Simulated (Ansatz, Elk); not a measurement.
**How far do independent atoms describe MoPS?**

The structure of MoPS used here is made up (a known structure type with other elements) and was relaxed beforehand with r2SCAN. The aim is the Fourier transform of its all-electron density, F(hkl), set beside the sum over free spherical atoms that refinements use.

Main program and level: Elk 11.2.3 (patched build); DFT, PBE, all-electron APW+lo, Dirac cores, scalar-relativistic bands, static density, no spin.

This account leaves out most program logs.

The structure was built from a prototype and need not be the compound's stable phase.

**1. The starting structure**

The structure is orthorhombic, space group Immm (No. 71). The conventional cell has a = 3.327 Å, b = 4.660 Å, c = 11.744 Å, α = 90.00°, β = 90.00°, γ = 90.00°. Nearest to Mo lie 4 P at 2.51 Å and 4 S at 2.55 to 2.57 Å. Nearest to S lie 4 Mo at 2.55 to 2.57 Å. Nearest to P lie 2 P at 2.23 to 2.43 Å and 4 Mo at 2.51 Å. Farther neighbours and most contacts between anions are not listed.

**2. Ground state and structure factors**

An all-electron density is needed, since X-rays see the cores too. Task 0 finds the density and task 195 Fourier-transforms it; tshift is off so that phases refer to the origin typed.

The input, elk.in:

```
tasks
  0
  195

xctype
  20

spinpol
  .false.

rgkmax
  7.0

gmaxvr
  14.0

lmaxo
  7

lmaxapw
  8

swidth
  0.002

tshift
  .false.

ramdisk
  .false.

hmaxvr
  5.5

maxscl
  120

epspot
  1e-06

sppath
  './'

avec
  -3.14333081542 4.40264835726 11.09673882038
  3.14333081542 -4.40264835726 11.09673882038
  3.14333081542 4.40264835726 -11.09673882038

atoms
  3
  'Mo.in'
  2
  0.6216011351 0.1216011351 0.5000000000   0.000000 0.000000 0.000000
  0.3783988649 0.8783988649 0.5000000000   0.000000 0.000000 0.000000
  'S.in'
  2
  0.2142991260 0.2142991260 0.0000000000   0.000000 0.000000 0.000000
  0.7857008740 0.7857008740 0.0000000000   0.000000 0.000000 0.000000
  'P.in'
  2
  0.7608016952 0.5000000000 0.2608016952   0.000000 0.000000 0.000000
  0.2391983048 0.5000000000 0.7391983048   0.000000 0.000000 0.000000

ngridk
  8 8 8
```

Launch:

```sh
$ OMP_NUM_THREADS=4 elk
```

The job ended after 88 s (4 threads of Arm Neoverse V1, shared host; peak memory 0.21 GiB).

SFACRHO.OUT:

```text

h k l indices transformed by vhmat matrix:
   1.000000000       0.000000000       0.000000000    
   0.000000000       1.000000000       0.000000000    
   0.000000000       0.000000000       1.000000000    

      h      k      l  multipl.   |H|            Re(F)            Im(F)           |F|

      0      0      0      1   0.0000000       146.00000     -0.33209441E-16   146.00000    
      1      1     -1      2  0.56621909       4.2436015     -0.19062393E-13   4.2436015    
     -1      0      0      4  0.76767929      -46.821232      -0.0000000       46.821232    
     -1      0      1      4   1.0387711       33.644813      0.32708508E-14   33.644813    
      1      2     -2      4   1.1092969       32.189368      0.85247115E-14   32.189368    
      2      2     -2      2   1.1324382      -31.513802     -0.70324809E-14   31.513802    
      0      0     -1      4   1.2280370      -45.789718      0.38361202E-13   45.789718    
      2      1     -2      4   1.3115843      -78.626706      0.79759249E-13   78.626706    
     -2      0      1      8   1.3522865      -24.210669     -0.21311779E-14   24.210669    
     -1      1     -1      2   1.4271377       65.961935     -0.11987875E-13   65.961935    
      0     -2      2      4   1.5353586      -35.401219     -0.17049423E-13   35.401219    
      2      3     -3      4   1.5852305       68.010826     -0.76722403E-13   68.010826    
     -3     -1      2      8   1.6704763       71.638108      0.63935336E-13   71.638108    
      3      3     -3      2   1.6986573       6.3018653     -0.57466892E-13   6.3018653    
     -3     -2      3      4   1.7328213      -47.377117     -0.98383339E-13   47.377117    
     -1      2     -1      8   1.7651536       65.247090      0.29969689E-13   65.247090    
     -1     -3      3      4   1.8218502      -64.296652     -0.32766860E-13   64.296652    
     -2     -1      0      8   1.9382919      -32.054770      0.15184642E-13   32.054770
```

Elk indexes on the primitive cell of elk.in and gives |H| = 4π sin θ/λ in inverse bohr. Below, one row stands for each form hkl of the conventional cell (m members, Friedel mates merged), F is for one primitive cell and the density is static (no thermal factor). Free-atom factors are Waasmaier and Kirfel's, and R is Σm||F|−|F'||/Σm|F|.

```tsv
hkl	m	sin θ/λ (Å⁻¹)	abs F, DFT	neutral atoms	diff.
002	2	0.085	4.244	4.176	+0.067
011	4	0.115	46.821	46.814	+0.007
101	4	0.156	33.645	33.923	-0.278
013	4	0.167	32.189	32.639	-0.450
004	2	0.170	31.514	32.224	-0.710
110	4	0.185	45.790	46.355	-0.565
103	4	0.197	78.627	78.737	-0.110
112	8	0.203	24.211	24.068	+0.143
020	2	0.215	65.962	66.496	-0.534
022	4	0.231	35.401	35.121	+0.281
015	4	0.238	68.011	68.278	-0.268
114	8	0.251	71.638	72.136	-0.498
006	2	0.255	6.302	6.333	-0.031
105	4	0.261	47.377	47.822	-0.445
121	8	0.265	65.247	65.557	-0.310
024	4	0.274	64.297	64.864	-0.568
123	8	0.291	32.055	32.193	-0.138
200	2	0.301	91.596	92.017	-0.421
202	4	0.312	3.244	3.312	-0.069
116	8	0.315	1.894	2.023	-0.129
017	4	0.317	49.160	49.356	-0.195
211	8	0.322	34.569	34.679	-0.109
```

**3. The highest occupied states alone**

An energy window below the Fermi level keeps the highest occupied states, to see at which angles they scatter; shallow core shells can lie inside it and anion s states outside. No new self-consistency is needed.

elk.in: that of step 2 with these lines changed.

```diff
@@ -1,3 +1,2 @@
 tasks
-  0
   195
@@ -40,2 +39,5 @@
 
+wsfac
+  -0.056490 0.684500
+
 sppath
```

Launch:

```sh
$ OMP_NUM_THREADS=4 elk
```

Wall time 14 s (4 threads); peak memory 0.17 GiB.

States within 12 eV below the Fermi level hold 27.75 electrons; any levels below the window count with the cores, and a count that is not whole means the window cuts a band. Their amplitudes can exceed the total, where window and core parts have opposite phase:

```tsv
hkl	sin θ/λ (Å⁻¹)	abs F, window	abs F, all
002	0.085	0.438	4.244
011	0.115	3.230	46.821
101	0.156	1.127	33.645
013	0.167	0.493	32.189
004	0.170	0.739	31.514
110	0.185	0.528	45.790
103	0.197	4.674	78.627
112	0.203	2.163	24.211
020	0.215	2.164	65.962
022	0.231	2.459	35.401
```

**4. Another functional**

The difference from free atoms is small, so it is set against the change that PBEsol makes.

elk.in: that of step 3 with these lines changed.

```diff
@@ -1,2 +1,3 @@
 tasks
+  0
   195
@@ -4,3 +5,3 @@
 xctype
-  20
+  22
 
@@ -39,5 +40,2 @@
 
-wsfac
-  -0.056490 0.684500
-
 sppath
```

Launch:

```sh
$ OMP_NUM_THREADS=4 elk
```

It took 79 s on 4 threads; peak memory 0.21 GiB; 4.5 min of CPU time.

Against the first run R = 0.03 %; the largest change is -0.047 at 103.

**5. Basis size**

The basis and the expansions that go with it are enlarged, to see whether the differences are converged.

elk.in: that of step 4 with these lines changed.

```diff
@@ -5,3 +5,3 @@
 xctype
-  22
+  20
 
@@ -11,12 +11,12 @@
 rgkmax
-  7.0
+  8.5
 
 gmaxvr
-  14.0
+  18.0
 
 lmaxo
-  7
+  9
 
 lmaxapw
-  8
+  10
```

Launch:

```sh
$ OMP_NUM_THREADS=4 elk
```

Run time: 3.8 min. Hardware: 4 threads; peak memory 0.42 GiB; 13 min of CPU time.

Against the first run R = 0.01 %; the largest change is +0.008 at 330.

**6. Settings against the effect**

```tsv
run	R against the first run (%)	R against neutral atoms, low angle (%)	wall time
PBE, rgkmax 7	0.00	0.65	88 s
PBEsol	0.03	0.66	79 s
rgkmax 8.5 with larger expansions	0.01	0.65	3.8 min
```

**7. Results**

| Property | Result |
| --- | --- |
| R against neutral atoms, sin θ/λ < 0.3 Å⁻¹ | 0.65 % |
| R against neutral atoms, 0.3 to 0.65 Å⁻¹ | 0.35 % |

Independent neutral atoms miss the calculated amplitudes by R = 0.65 % below 0.3 Å⁻¹ and 0.35 % from there to 0.65 Å⁻¹; by shells, 0.08 % below 0.15 Å⁻¹ (2 forms), 0.68 % 0.15 to 0.3 (15 forms), 0.63 % 0.3 to 0.45 (35 forms), 0.24 % above 0.45 (97 forms). Bonding, aspherical density and the tables' own atoms all enter these figures, and the runs don't part them. The largest change of an amplitude is -0.71 electrons, at 004. Weak lines can change much in proportion: 107 goes from 1.46 to 1.21. The window's part falls from 27.8 electrons at the origin to at most 0.27 between 0.45 and 0.65 Å⁻¹. Below 0.3 Å⁻¹ the changes that finished (PBEsol and rgkmax 8.5 with larger expansions) move F by R = 0.04 % at most, against the 0.65 % that separates it from free atoms. The k-mesh has no finished test. These runs have no spin, though d or f shells may be open. Part of the difference isn't bonding: the tables are fits to free atoms and ions calculated by other methods than this functional. Thermal motion, anomalous dispersion and extinction are left out.

[Logs are printed without paths, hosts, clocks, repeated set-up lines and the standing remarks that a program may print on its own settings, such as how far it seeks lower states.]

[Hosts, paths, dates, database ids (printed as entryN), source tags and the programs' standing remarks are cut or masked in the printed files.]
